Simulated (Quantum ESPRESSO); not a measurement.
# Canted and collinear textures of CrO2, part 2 of 2

The moments of CrO2 start in several directions and relax. Which textures last, and at what energy?

Quantum ESPRESSO 7.5; LDA with U = 3.5 eV on Cr d (ortho-atomic projectors); plane waves with GBRV 1.5 LDA potentials, no spin-orbit coupling.

So far, absolute magnetization (μB): step 2 (start 1: collinear parallel) 5.73; step 3 (start 2: random 1) 5.73.

### 4. Start 3: random 2

pw.in reads:

```
&CONTROL
  calculation = 'scf'
  prefix = 'pwscf'
  outdir = './tmp'
  pseudo_dir = './pseudo'
  disk_io = 'nowf'
/
&SYSTEM
  ibrav = 0
  celldm(1) = 8
  nat = 6
  ntyp = 3
  ecutwfc = 34
  ecutrho = 238
  nbnd = 72
  occupations = 'smearing'
  smearing = 'fd'
  degauss = 0.00734986
  noncolin = .true.
  starting_magnetization(1) = 0.2142
  angle1(1) = 24.719
  angle2(1) = -90.274
  starting_magnetization(2) = 0.2144
  angle1(2) = 71.648
  angle2(2) = -165.422
  starting_magnetization(3) = 0
  nosym = .true.
/
&ELECTRONS
  conv_thr = 1.2d-08
  electron_maxstep = 150
  mixing_beta = 0.3
/
ATOMIC_SPECIES
Cr1    51.9961 cr_lda_v1.5.uspp.F.UPF
Cr2    51.9961 cr_lda_v1.5.uspp.F.UPF
O      15.9990 o_lda_v1.2.uspp.F.UPF
CELL_PARAMETERS alat
   1.0443098996213    0.0000000000000    0.0000000000000
   0.0000000000000    1.0443098996213    0.0000000000000
   0.0000000000000    0.0000000000000    0.6890413881917
ATOMIC_POSITIONS crystal
Cr1     0.0000000000    0.0000000000    0.0000000000
Cr2     0.5000000000    0.5000000000    0.5000000000
O       0.3010000000    0.3010000000    0.0000000000
O       0.1990000000    0.8010000000    0.5000000000
O       0.6990000000    0.6990000000    0.0000000000
O       0.8010000000    0.1990000000    0.5000000000
K_POINTS automatic
3 3 5 0 0 0
HUBBARD {ortho-atomic}
U Cr1-3d 3.5000
U Cr2-3d 3.5000
```

Command:

```console
> OMP_NUM_THREADS=1 mpirun -n 2 pw.x -nk 2 -in pw.in > pw.out
```

The program printed:

```text
     [... lines left out ...]
Program PWSCF v.7.5 starts
     [... lines left out ...]
     number of atoms/cell      =            6
     [... lines left out ...]
     number of electrons       =        52.00
     number of Kohn-Sham states=           72
     kinetic-energy cutoff     =      34.0000  Ry
     charge density cutoff     =     238.0000  Ry
     scf convergence threshold =      1.2E-08
     [... lines left out ...]
     Noncollinear calculation without spin-orbit
     [... lines left out ...]
     No symmetry found
     [... lines left out ...]
     number of k points=    45  Fermi-Dirac smearing, width (Ry)=  0.0073
     [... lines left out ...]
     iteration # 34     ecut=    34.00 Ry     beta= 0.30
     [... lines left out ...]
     atom number    1 relative position :    0.0000   0.0000   0.0000
     [... lines left out ...]
     magnetization :         -1.082456   -0.772418    1.437937
     [... lines left out ...]
     atom number    2 relative position :    0.5222   0.5222   0.3445
[...]
magnetization :         -1.083421   -0.772114    1.437060
[...]
atom number    3 relative position :    0.3143   0.3143   0.0000
[...]
magnetization :          0.107199    0.076427   -0.142256
     [... lines left out ...]
     atom number    4 relative position :    0.2078   0.8365   0.3445
     [... lines left out ...]
     magnetization :          0.107114    0.076403   -0.142222
     [... lines left out ...]
     atom number    5 relative position :    0.7300   0.7300   0.0000
     [... lines left out ...]
     magnetization :          0.107204    0.076431   -0.142262
     [... lines left out ...]
     atom number    6 relative position :    0.8365   0.2078   0.3445
     [... lines left out ...]
     magnetization :          0.107115    0.076404   -0.142223
     [... lines left out ...]
     Tr[ns(  1)] (up, down, total) =   2.93729  1.13317  4.07047
     [... lines left out ...]
     Tr[ns(  2)] (up, down, total) =   2.93687  1.13361  4.07048
     [... lines left out ...]
     the Fermi energy is     9.9972 ev
!    total energy              =    -479.96948237 Ry
     estimated scf accuracy    <          7.5E-09 Ry
     smearing contrib. (-TS)   =      -0.00325884 Ry
     [... lines left out ...]
     total magnetization       =    -2.21    -1.58     2.94 Bohr mag/cell
     absolute magnetization    =     5.73 Bohr mag/cell
     convergence has been achieved in  34 iterations
```

The job ended after 5.2 min (2 MPI ranks of Intel Xeon Platinum 8175M at 2.50GHz (Skylake/Cascade Lake), shared host; peak memory 0.41 GiB).

Spin moment in the atom's sphere by atom:

```tsv
atom	x (μB)	y (μB)	z (μB)	size
Cr1	-1.08	-0.77	1.44	1.96
Cr2	-1.08	-0.77	1.44	1.96
O3	0.11	0.08	-0.14	0.19
O4	0.11	0.08	-0.14	0.19
O5	0.11	0.08	-0.14	0.19
O6	0.11	0.08	-0.14	0.19
```

Read from the output:

* smearing term TS: 0.04434 eV
* magnetization: -2.212, -1.577, 2.936 μB
* absolute magnetization: 5.729 μB
* final state: ferromagnetic

### 5. Start 4: two sublattices 120 degrees apart

pw.in, as its differences from that of step 4:

```diff
@@ -19,8 +19,8 @@
   noncolin = .true.
-  starting_magnetization(1) = 0.2142
-  angle1(1) = 24.719
-  angle2(1) = -90.274
-  starting_magnetization(2) = 0.2144
-  angle1(2) = 71.648
-  angle2(2) = -165.422
+  starting_magnetization(1) = 0.2143
+  angle1(1) = 90
+  angle2(1) = 0
+  starting_magnetization(2) = 0.2143
+  angle1(2) = 90
+  angle2(2) = 120
   starting_magnetization(3) = 0
```

The program printed:

```text
     [... lines left out ...]
Program PWSCF v.7.5 starts
     [... lines left out ...]
     number of atoms/cell      =            6
     [... lines left out ...]
     number of electrons       =        52.00
     number of Kohn-Sham states=           72
     kinetic-energy cutoff     =      34.0000  Ry
     charge density cutoff     =     238.0000  Ry
     scf convergence threshold =      1.2E-08
     [... lines left out ...]
     Noncollinear calculation without spin-orbit
     [... lines left out ...]
     No symmetry found
     [... lines left out ...]
     number of k points=    45  Fermi-Dirac smearing, width (Ry)=  0.0073
     [... lines left out ...]
     iteration # 39     ecut=    34.00 Ry     beta= 0.30
     [... lines left out ...]
     atom number    1 relative position :    0.0000   0.0000   0.0000
     [... lines left out ...]
     magnetization :          0.977397    1.697155   -0.000003
     [... lines left out ...]
     atom number    2 relative position :    0.5222   0.5222   0.3445
[...]
magnetization :          0.980709    1.694939   -0.000004
[...]
atom number    3 relative position :    0.3143   0.3143   0.0000
[...]
magnetization :         -0.096875   -0.167801    0.000000
     [... lines left out ...]
     atom number    4 relative position :    0.2078   0.8365   0.3445
     [... lines left out ...]
     magnetization :         -0.096819   -0.167740    0.000000
     [... lines left out ...]
     atom number    5 relative position :    0.7300   0.7300   0.0000
     [... lines left out ...]
     magnetization :         -0.096874   -0.167800    0.000000
     [... lines left out ...]
     atom number    6 relative position :    0.8365   0.2078   0.3445
     [... lines left out ...]
     magnetization :         -0.096817   -0.167738    0.000000
     [... lines left out ...]
     Tr[ns(  1)] (up, down, total) =   2.03524  2.03525  4.07049
     [... lines left out ...]
     Tr[ns(  2)] (up, down, total) =   2.03523  2.03523  4.07046
     [... lines left out ...]
     the Fermi energy is     9.9972 ev
!    total energy              =    -479.96948234 Ry
     estimated scf accuracy    <          6.7E-09 Ry
     smearing contrib. (-TS)   =      -0.00325642 Ry
     [... lines left out ...]
     total magnetization       =     2.00     3.46    -0.00 Bohr mag/cell
     absolute magnetization    =     5.73 Bohr mag/cell
     convergence has been achieved in  39 iterations
```

Elapsed: 5.8 min, on 2 MPI ranks; peak memory 0.41 GiB; 12 min of CPU time.

Spin moment in the atom's sphere by atom:

```tsv
atom	x (μB)	y (μB)	z (μB)	size
Cr1	0.98	1.70	0.00	1.96
Cr2	0.98	1.69	0.00	1.96
O3	-0.10	-0.17	0.00	0.19
O4	-0.10	-0.17	0.00	0.19
O5	-0.10	-0.17	0.00	0.19
O6	-0.10	-0.17	0.00	0.19
```

Read from the output:

| Item | Value |
| --- | --- |
| smearing term TS | 0.04431 eV |
| magnetization | 2, 3.464, 0 μB |
| absolute magnetization | 5.728 μB |
| final state | ferromagnetic |

### 6. Ranking

Textures, by row:

```tsv
start	final state	energy over the lowest (meV a seeded atom)	smallest moment (μB)	largest moment (μB)	net moment (μB a cell)	angles to the first moment (degrees)
collinear parallel	ferromagnetic	0	1.958	1.959	4	0
random 1	ferromagnetic	0	1.958	1.959	4	0
random 2	ferromagnetic	0	1.958	1.959	4	0
two sublattices 120 degrees apart	ferromagnetic	0	1.958	1.958	4	0
```

### 7. Summary of results

* lowest start: collinear parallel, random 1, random 2 and two sublattices 120 degrees apart
* its final state: ferromagnetic
* its moments: 1.96 μB
* its net moment: 4.00 μB a cell

What this shows: No finished start ends non-collinear. The mesh is coarse, so differences of some ten meV can be noise where moments are itinerant. Without spin–orbit coupling only the angles between moments matter. The cell holds only so many moments, so longer spirals cannot form in it. Energies are free energies at an electronic temperature of 1160 K, which lowers moments and differences where the moments are itinerant. The cutoff lies under the 40 Ry that these files are usually run at. The smearing term is large for its width, so states at the Fermi level are partly filled: at this level the cell is a metal or has a gap of a few widths at most.

[Logs and program files are shortened in this print: banners, set-up blocks, solver, clock and traceback lines can be left out without a mark of their own.]

[Logs are printed without paths, hosts, clocks, repeated set-up lines and the standing remarks that a program may print on its own settings, such as how far it seeks lower states.]

[Hosts, paths, dates, database ids (printed as entryN), source tags and the programs' standing remarks are cut or masked in the printed files.]

[Where a cell is said to come from a database of computed structures, the database is the Materials Project.]
